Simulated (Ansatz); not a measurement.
# A bimetallic surface: Li on Al(100), three quarters in the top layer, both faces, part 4 of 4

Wanted: the photoemission signature of Li on Al(100), three quarters in the top layer, both faces.

Ansatz 0.2.0; DFT, PBE, plane-wave PAW, default files, scalar-relativistic.

So far, work function, upper face (eV): step 2 (the clean face) 4.29; step 3 (relaxing the atoms) 3.62; step 4 (layer-resolved bands, DOS and potential) 3.62.

### 7. Z+1 stand-in on atom 4

A self-consistent run at this geometry gives its density, potential and energy.

System of this step: Li6Al13Si. The cell holds 20 atoms: 6 Li, 1 Si and 13 Al. Cell: a = 5.713 Å, b = 5.713 Å, c = 22.080 Å, α = 90.0°, β = 90.0°, γ = 90.0°. It derives from Al. Regions: L1, 4 atoms (1 Si and 3 Li); L2, 4 atoms (4 Al); L3, 4 atoms (4 Al); rest, 8 atoms (5 Al and 3 Li). Vacuum lies along c.

The same swap on atom 4.

input.yaml reads:

```yaml
crystal:
  lattice:
    - [5.713422792, 0.0, 0.0]
    - [0.0, 5.713422792, 0.0]
    - [0.0, 0.0, 22.08]
  atoms:
    - { symbol: Li, position: [0.0, 0.0, 0.6795428987] }
    - { symbol: Li, position: [0.5, 0.0, 0.6875201111] }
    - { symbol: Li, position: [0.0, 0.5, 0.6875201111] }
    - { symbol: Si, position: [0.5, 0.5, 0.6824964646] }
    - { symbol: Al, position: [0.2522251104, 0.2522251104, 0.5935817567] }
    - { symbol: Al, position: [0.7477748896, 0.2522251104, 0.5935817567] }
    - { symbol: Al, position: [0.2522251104, 0.7477748896, 0.5935817567] }
    - { symbol: Al, position: [0.7477748896, 0.7477748896, 0.5935817567] }
    - { symbol: Al, position: [0.0, 0.0, 0.5] }
    - { symbol: Al, position: [0.5, 0.0, 0.5] }
    - { symbol: Al, position: [0.0, 0.5, 0.5] }
    - { symbol: Al, position: [0.5, 0.5, 0.5] }
    - { symbol: Al, position: [0.2522251104, 0.2522251104, 0.4064182433] }
    - { symbol: Al, position: [0.7477748896, 0.2522251104, 0.4064182433] }
    - { symbol: Al, position: [0.2522251104, 0.7477748896, 0.4064182433] }
    - { symbol: Al, position: [0.7477748896, 0.7477748896, 0.4064182433] }
    - { symbol: Li, position: [0.0, 0.0, 0.3204571013] }
    - { symbol: Li, position: [0.5, 0.0, 0.3124798889] }
    - { symbol: Li, position: [0.0, 0.5, 0.3124798889] }
    - { symbol: Al, position: [0.5, 0.5, 0.3175035354] }
kpoints:
  mp_grid: { grid: [8, 8, 1] }
scf:
  occupations: { method: fermi_dirac, width: 0.05 }
  n_extra_bands: 18
hamiltonian:
  xc: pbe
  pseudopotentials: { kind: paw }
output:
  forces: true
  write_potential: true
  volumetric_format: []
```

On the command line:

```console
ansatz run input.yaml --threads 4 --pin off --max-ram 12288MiB --backend cpu --events-out ev --progress --plain --runs-dir out
```

Numbers of over 12 decimals in the logs are rounded to 6 here.

Log:

```text
[...]
Crystal: 20 atoms, lattice volume = 720.762 Å³
Basis set: ecut = 420 eV, 14181 PW (Γ), exchange–correlation on 80×80×300 points (8 copies of the dense FFT grid, shifted against one another)
Bands: 49, of which v1, the nominal top of the filled ones, is band 31 counted from 1 (30 counted from 0)
Symmetry: 8 space group operations
[...]
k-points: 15 of 64
[...]
--- Band table (eV; the first three rows and the last of 15) ---
  k-point 0: bands = [... 27 lower, -0.0219, 0.1153, 0.3904, 0.4541, 0.4541, 0.8471, 1.7617, 1.8357, ... 14 higher]
  k-point 1: bands = [... 27 lower, 0.1362, 0.2292, 0.2475, 0.7864, 0.9863, 1.1697, 1.3725, 1.5471, ... 14 higher]
  k-point 2: bands = [... 27 lower, 0.1004, 0.2821, 0.5522, 0.6606, 1.3403, 1.6217, 1.9100, 1.9738, ... 14 higher]
  k-point 14: bands = [... 27 lower, 0.9856, 1.1585, 1.1585, 1.5213, 2.0653, 2.0653, 2.2145, 2.3087, ... 14 higher]
[key lines of the parts left out:]
SCF converged after 7 iterations
Free energy (F): -8850.354655 eV
Fermi energy:    0.934716 eV
```

Elapsed: 28 s, on 4 threads of Arm Neoverse N1, shared host; peak memory 1.3 GiB.

This step gave:

| Quantity | Value |
| --- | --- |
| free energy | -8850.3547 eV |
| energy at zero smearing | -8850.3251 eV |
| smearing term TS | 0.05914 eV |
| Fermi energy | 0.9347 eV |
| symmetry operations | 8 |

### 8. Z+1 stand-in on atom 5

System of this step: Li6Al13Si. The cell holds 20 atoms: 6 Li, 13 Al and 1 Si. Cell: a = 5.713 Å, b = 5.713 Å, c = 22.080 Å, α = 90.0°, β = 90.0°, γ = 90.0°. It derives from Al. Regions: L1, 4 atoms (1 Al and 3 Li); L2, 4 atoms (1 Si and 3 Al); L3, 4 atoms (4 Al); rest, 8 atoms (5 Al and 3 Li). Vacuum lies along c.

The same swap on atom 5.

input.yaml, as its differences from that of step 7:

```diff
@@ -9,4 +9,4 @@
     - { symbol: Li, position: [0.0, 0.5, 0.6875201111] }
-    - { symbol: Si, position: [0.5, 0.5, 0.6824964646] }
-    - { symbol: Al, position: [0.2522251104, 0.2522251104, 0.5935817567] }
+    - { symbol: Al, position: [0.5, 0.5, 0.6824964646] }
+    - { symbol: Si, position: [0.2522251104, 0.2522251104, 0.5935817567] }
     - { symbol: Al, position: [0.7477748896, 0.2522251104, 0.5935817567] }
```

Log:

```text
[...]
Crystal: 20 atoms, lattice volume = 720.762 Å³
Basis set: ecut = 420 eV, 14181 PW (Γ), exchange–correlation on 80×80×300 points (8 copies of the dense FFT grid, shifted against one another)
Bands: 49, of which v1, the nominal top of the filled ones, is band 31 counted from 1 (30 counted from 0)
Symmetry: 2 space group operations
[...]
k-points: 21 of 64 (time reversal used)
[...]
--- Band table (eV; the first three rows and the last of 21) ---
  k-point 0: bands = [... 27 lower, -0.1047, -0.0628, 0.2181, 0.3300, 0.3397, 1.1000, 1.2836, 1.9421, ... 14 higher]
  k-point 1: bands = [... 27 lower, -0.0335, 0.1346, 0.2227, 0.5135, 0.9132, 1.3266, 1.4296, 1.6700, ... 14 higher]
  k-point 2: bands = [... 27 lower, 0.0874, 0.3286, 0.5486, 0.6742, 1.3499, 1.6133, 1.8171, 1.8879, ... 14 higher]
  k-point 20: bands = [... 27 lower, 1.1625, 1.2066, 1.2156, 1.4265, 1.6652, 1.7812, 1.9666, 2.1104, ... 14 higher]
[key lines of the parts left out:]
SCF converged after 8 iterations
Free energy (F): -8850.140935 eV
Fermi energy:    0.905515 eV
```

It took 42 s on 4 threads; peak memory 1.5 GiB.

Numbers from this step:

* free energy: -8850.1409 eV
* energy at zero smearing: -8850.1065 eV
* smearing term TS: 0.06892 eV
* Fermi energy: 0.9055 eV
* symmetry operations: 2

### 9. Z+1 stand-in on atom 9

System of this step: Li6Al13Si. The cell holds 20 atoms: 6 Li, 13 Al and 1 Si. Its edges and angles: a = 5.713 Å, b = 5.713 Å, c = 22.080 Å, α = 90.0°, β = 90.0°, γ = 90.0°. It derives from Al. Regions: L1, 4 atoms (1 Al and 3 Li); L2, 4 atoms (4 Al); L3, 4 atoms (1 Si and 3 Al); rest, 8 atoms (5 Al and 3 Li). Vacuum lies along c.

The same swap on atom 9.

input.yaml, as its differences from that of step 8:

```diff
@@ -10,3 +10,3 @@
     - { symbol: Al, position: [0.5, 0.5, 0.6824964646] }
-    - { symbol: Si, position: [0.2522251104, 0.2522251104, 0.5935817567] }
+    - { symbol: Al, position: [0.2522251104, 0.2522251104, 0.5935817567] }
     - { symbol: Al, position: [0.7477748896, 0.2522251104, 0.5935817567] }
@@ -14,3 +14,3 @@
     - { symbol: Al, position: [0.7477748896, 0.7477748896, 0.5935817567] }
-    - { symbol: Al, position: [0.0, 0.0, 0.5] }
+    - { symbol: Si, position: [0.0, 0.0, 0.5] }
     - { symbol: Al, position: [0.5, 0.0, 0.5] }
```

Log:

```text
[...]
Crystal: 20 atoms, lattice volume = 720.762 Å³
Basis set: ecut = 420 eV, 14181 PW (Γ), exchange–correlation on 80×80×300 points (8 copies of the dense FFT grid, shifted against one another)
Bands: 49, of which v1, the nominal top of the filled ones, is band 31 counted from 1 (30 counted from 0)
Symmetry: 16 space group operations
[...]
k-points: 15 of 64
[...]
--- Band table (eV; the first three rows and the last of 15) ---
  k-point 0: bands = [... 27 lower, -0.0524, 0.0582, 0.1003, 0.4284, 0.4284, 0.7756, 1.7274, 1.7878, ... 14 higher]
  k-point 1: bands = [... 27 lower, 0.1465, 0.1785, 0.3056, 0.6674, 0.6745, 1.1668, 1.3024, 1.4913, ... 14 higher]
  k-point 2: bands = [... 27 lower, 0.1848, 0.4387, 0.5097, 0.5381, 1.2574, 1.6577, 1.6991, 1.8306, ... 14 higher]
  k-point 14: bands = [... 27 lower, 1.1613, 1.1613, 1.2369, 1.2997, 1.5040, 2.1288, 2.1288, 2.2110, ... 14 higher]
[key lines of the parts left out:]
SCF converged after 7 iterations
Free energy (F): -8849.922581 eV
Fermi energy:    0.908665 eV
```

Elapsed: 30 s, on 4 threads; peak memory 1.6 GiB.

Numbers from this step:

| Quantity | Value |
| --- | --- |
| free energy | -8849.9226 eV |
| energy at zero smearing | -8849.8895 eV |
| smearing term TS | 0.06609 eV |
| Fermi energy | 0.9087 eV |
| symmetry operations | 16 |

### 10. Shifts from the Z+1 runs

An atom with a screened core hole acts like the next element, so the difference of two such total energies is the shift between the two sites; positive is more bound. Shifts count from the last listed atom of each element.

```csv
atom,region,replaced by,shell meant,free energy (eV),shift (eV)
Li3,layer 1,Be,1s,-8638.389,+0.00
Li2,layer 1,Be,1s,-8638.389,+0.00
Al4,layer 1,Si,2p,-8850.355,-0.43
Al5,layer 2,Si,2p,-8850.141,-0.22
Al9,layer 3,Si,2p,-8849.923,+0.00
```

The stand-in's nearest image is 5.7 Å away. The method gives no absolute levels and the same shift for every shell of an atom. Sites with equal energies can be equivalent by symmetry.

### 11. Maps in the surface zone

System of this step: Li3Al7. The cell holds 20 atoms: 6 Li and 14 Al. Its edges and angles: a = 5.713 Å, b = 5.713 Å, c = 22.080 Å, α = 90.0°, β = 90.0°, γ = 90.0°. It derives from Al. How the cell was made: overlayer; added: Li; how: three quarters in the top layer, both faces. Regions: L1, 4 atoms (1 Al and 3 Li); L2, 4 atoms (4 Al); L3, 4 atoms (4 Al); rest, 8 atoms (5 Al and 3 Li). Vacuum lies along c.

Analysers record intensity over the zone at fixed energy, so the same weights are taken on a square grid of wave vectors.

input.yaml, as its differences from that of step 9:

```diff
@@ -14,3 +14,3 @@
     - { symbol: Al, position: [0.7477748896, 0.7477748896, 0.5935817567] }
-    - { symbol: Si, position: [0.0, 0.0, 0.5] }
+    - { symbol: Al, position: [0.0, 0.0, 0.5] }
     - { symbol: Al, position: [0.5, 0.0, 0.5] }
@@ -30,3 +30,3 @@
   occupations: { method: fermi_dirac, width: 0.05 }
-  n_extra_bands: 18
+  n_extra_bands: 21
 hamiltonian:
@@ -38 +38,18 @@
   volumetric_format: []
+  eigenstates:
+    kpoints:
+      - [-0.2403118, -0.2403118, 0.0]
+      - [-0.1369524, -0.2403118, 0.0]
+      - [-0.0335932, -0.2403118, 0.0]
+      - [0.0697662, -0.2403118, 0.0]
+      - [0.1731254, -0.2403118, 0.0]
+      - [0.2764848, -0.2403118, 0.0]
+      # [... 83 more points ...]
+      - [0.0, -0.1033594, 0.0]
+      - [0.0, 0.0, 0.0]
+    e_range: [-3.0, 1.5]
+    unfold:
+      supercell_matrix: [[2, 0, 0], [0, 2, 0], [0, 0, 1]]
+      layers:
+        axis: 3
+        edges: [0.135434, 0.429813, 0.429913, 0.570085, 0.570185, 0.868678]
```

Log:

```text
[...]
Crystal: 20 atoms, lattice volume = 720.762 Å³
Basis set: ecut = 420 eV, 14181 PW (Γ), exchange–correlation on 80×80×300 points (8 copies of the dense FFT grid, shifted against one another)
Bands: 51, of which v1, the nominal top of the filled ones, is band 30 counted from 1 (29 counted from 0)
Symmetry: 16 space group operations
[...]
k-points: 15 of 64
[...]
SCF iter   1: F=—  HF=-8752.012538 eV  |F-HF|=—  |Δ(HF+E_count)|=         —  Δρ=2.04e-3  dr2=6.39e-1  ethr=1.77e-3  ⟨swp⟩=9.3  Hψ=4243  notcnv=0  defer=62
[...]
SCF iter   7: F=-8751.969246 eV  HF=-8751.969246 eV  |F-HF|=1.09e-9  |Δ(HF+E_count)|=   1.93e-7  Δρ=1.03e-6  dr2=2.10e-8  ethr=1.67e-10  ⟨swp⟩=33.9  Hψ=7956  notcnv=0
SCF 1 converged in 7 iterations: F = -8751.969246 eV  dr2 = 2.10e-8
[...]
SCF converged after 7 iterations
Free energy (F): -8751.969246 eV
[...]
Internal energy: -8751.879587 eV  (E = F + TS)
E sigma→0 (E₀):  -8751.924416 eV
Entropy (-TS):   -0.089659 eV (-4.483 meV/atom)
Fermi energy:    0.876101 eV
[...]
--- Forces (eV/Å), atoms counted from 1 ---
  atom   1  Li     0.00000000     0.00000000    -0.01841566
  atom   2  Li     0.00000000     0.00000000     0.00041131
  atom   3  Li    -0.00000000     0.00000000     0.00041131
  atom   4  Al     0.00000000     0.00000000    -0.00994369
  atom   5  Al    -0.04431934    -0.04431934    -0.01241438
  atom   6  Al     0.04431934    -0.04431934    -0.01241438
  atom   7  Al    -0.04431934     0.04431934    -0.01241438
  atom   8  Al     0.04431934     0.04431934    -0.01241438
  atom   9  Al    -0.00000000    -0.00000000     0.00000000
  atom  10  Al     0.00000000     0.00000000     0.00000000
  atom  11  Al     0.00000000     0.00000000     0.00000000
  atom  12  Al     0.00000000    -0.00000000     0.00000000
  atom  13  Al    -0.04431934    -0.04431934     0.01241438
  atom  14  Al     0.04431934    -0.04431934     0.01241438
  atom  15  Al    -0.04431934     0.04431934     0.01241438
  atom  16  Al     0.04431934     0.04431934     0.01241438
  atom  17  Li     0.00000000     0.00000000     0.01841566
  atom  18  Li     0.00000000     0.00000000    -0.00041131
  atom  19  Li    -0.00000000     0.00000000    -0.00041131
  atom  20  Al    -0.00000000     0.00000000     0.00994369
  max |Σ_I F_I| component: 2.08e-17 eV/Å
--- Band table (eV; the first three rows and the last of 15) ---
  k-point 0: bands = [... 26 lower, -0.0758, -0.0710, 0.0562, 0.3305, 0.4084, 0.4084, 1.0948, 1.7054, ... 17 higher]
  k-point 1: bands = [... 26 lower, -0.1619, 0.1466, 0.2199, 0.2863, 0.7301, 0.9300, 1.4419, 1.4466, ... 17 higher]
  k-point 2: bands = [... 26 lower, -0.1455, 0.1902, 0.4201, 0.6583, 0.7077, 1.4382, 1.8680, 1.8766, ... 17 higher]
  k-point 14: bands = [... 26 lower, 0.9406, 1.2113, 1.2476, 1.2476, 1.4799, 2.1160, 2.1160, 2.2124, ... 17 higher]
```

Wall time 2.4 min (4 threads); peak memory 2.4 GiB; 9.3 min of CPU time.

Numbers from this step:

- free energy: -8751.9692 eV
- energy at zero smearing: -8751.9244 eV
- smearing term TS: 0.08966 eV
- Fermi energy: 0.8761 eV

A(k, E = +0.00 eV), top over kx and ky. Zero: Fermi level; centre [0, 0, 0]; axes [1, 0, 0], [0, 1, 0].

Ten even steps from '_' (0.06 eV⁻¹) to '@' (1.25 eV⁻¹):
```
==::::..::++==::..::----::----::..::==++::..::::==
::--::--....__----..__________..----__....--::--::
::::..::==....==--______________--==....==::..::::
..--::--**....--::______________::--....**--::--..
::..==**..::..--==::....__....::==--..::..**==..::
++......::@@++::..::::==::==::::..::++@@::......++
==__......++....::**##--::--##**::....++......__==
::--==----::....::----::::::----::....::----==--::
..----::==..::::::==--......--==::::::..==::----..
::..____::::**--==--..______..--==--**::::____..::
--______..::##----..__________..----##::..______--
--______..==--::..______________..::--==..______--
::________::::::..______________..::::::________::
--______..==--::..______________..::--==..______--
--______..::##----..__________..----##::..______--
::..____::::**--==--..______..--==--**::::____..::
..----::==..::::::==--......--==::::::..==::----..
::--==----::....::----::::::----::....::----==--::
==__......++....::**##--::--##**::....++......__==
++......::@@++::..::::==::==::::..::++@@::......++
::..==**..::..--==::....__....::==--..::..**==..::
..--::--**....--::______________::--....**--::--..
::::..::==....==--______________--==....==::..::::
::--::--....__----..__________..----__....--::--::
==::::..::++==::..::----::----::..::==++::..::::==
```
Columns: kx (Å⁻¹) from -1.36 to 1.36; rows upwards: ky (Å⁻¹) from -1.36 to 1.36.

A(k, E = -0.50 eV), top over kx and ky. Zero: Fermi level; centre [0, 0, 0]; axes [1, 0, 0], [0, 1, 0].

Ten even steps from '0' (0.08 eV⁻¹) to '9' (1.15 eV⁻¹):
```
2424524111111111114254242
4724910125343435210194274
2286151243432343421516822
4465231254332334521325644
5912840112334332110482195
2153414332111112334143512
4011041001135311001401104
1122130002233322000312211
1245130000035300000315421
1534221201233321021224351
1343311202421242021133431
1433313333210123333133341
1322415353100013535142231
1433313333210123333133341
1343311202421242021133431
1534221201233321021224351
1245130000035300000315421
1122130002233322000312211
4011041001135311001401104
2153414332111112334143512
5912840112334332110482195
4465231254332334521325644
2286151243432343421516822
4724910125343435210194274
2424524111111111114254242
```
Columns: kx (Å⁻¹) from -1.36 to 1.36; rows upwards: ky (Å⁻¹) from -1.36 to 1.36.

Levels are drawn here with a half width of 0.2 eV, so heights of A(k,E) don't compare between steps with other widths.

In the map at +0.00 eV the intensity peaks 1.13 Å⁻¹ from the map's centre (the map runs past the first zone), and 40 % of the points pass 30 % of that peak; the grid step of 0.11 Å⁻¹ is coarse against sharp contours.

### 12. Summary of results

| Property | Result |
| --- | --- |
| work function | 3.62 eV |
| change from the clean face | -0.67 eV |
| states held at the top | -1.42 eV at Γ (48 % on each face) |
| Al core shifts among the listed atoms, from the last listed one | -0.43 to +0.00 eV |

What this shows: The Fermi level of Li on Al(100), three quarters in the top layer, both faces lies 3.62 eV below the vacuum, a change of -0.67 eV from the clean face. 1 level of weight over 0.3 between −3.0 and 3.0 eV at the labelled points keeps to the outer layers (over 36 % in the top region, under 6 % in the middle), as surface states do (in so thin a slab a quantum-well level with a node in the middle can look the same); it lies at -1.42 eV (Γ). Core shifts by the Z+1 route: Al -0.43 to +0.00 eV. Among the sites run, the most bound Al 2p level is that of Al9 (layer 3), bonded to 12 Al; the least bound, 0.43 eV shallower, that of Al4 (layer 1), bonded to 4 Li and 4 Al. At 21.2 eV the valence spectrum has its highest listed peaks within 10.8 eV at 0.2 eV (mixed, Li 2s leading), 1.4 eV (mixed, Al 3s leading), 2.1 eV (mixed, Li 2s leading), 4.3 eV (Al 3s) and 6.2 eV (Al 3s). At 1486.7 eV the valence spectrum has its highest listed peaks within 11.8 eV at 0.2 eV (Al 3s), 1.4 eV (Al 3s), 2.1 eV (Al 3s), 4.3 eV (Al 3s) and 6.2 eV (Al 3s). The shell named is the one with most of the intensity, cross sections included, not always the one with most states there. In the main run, from 1486.7 eV towards hard X-rays the Al 3s share grows by 12 points, as its cross section falls more slowly with photon energy than those of the shells it gains on. The slab's own atoms span 8.3 Å, so bulk bands appear as a few quantum-well levels, and states of the two faces can mix.

[Logs are printed without paths, hosts, clocks, repeated set-up lines and the standing remarks that a program may print on its own settings, such as how far it seeks lower states.]

[Hosts, paths, dates, database ids (printed as entryN), source tags and the programs' standing remarks are cut or masked in the printed files.]

[Maps of the electrostatic potential energy from Ansatz leave out the sawtooth potential of an applied field or a dipole correction, so their vacuum need not be flat; work functions include it.]
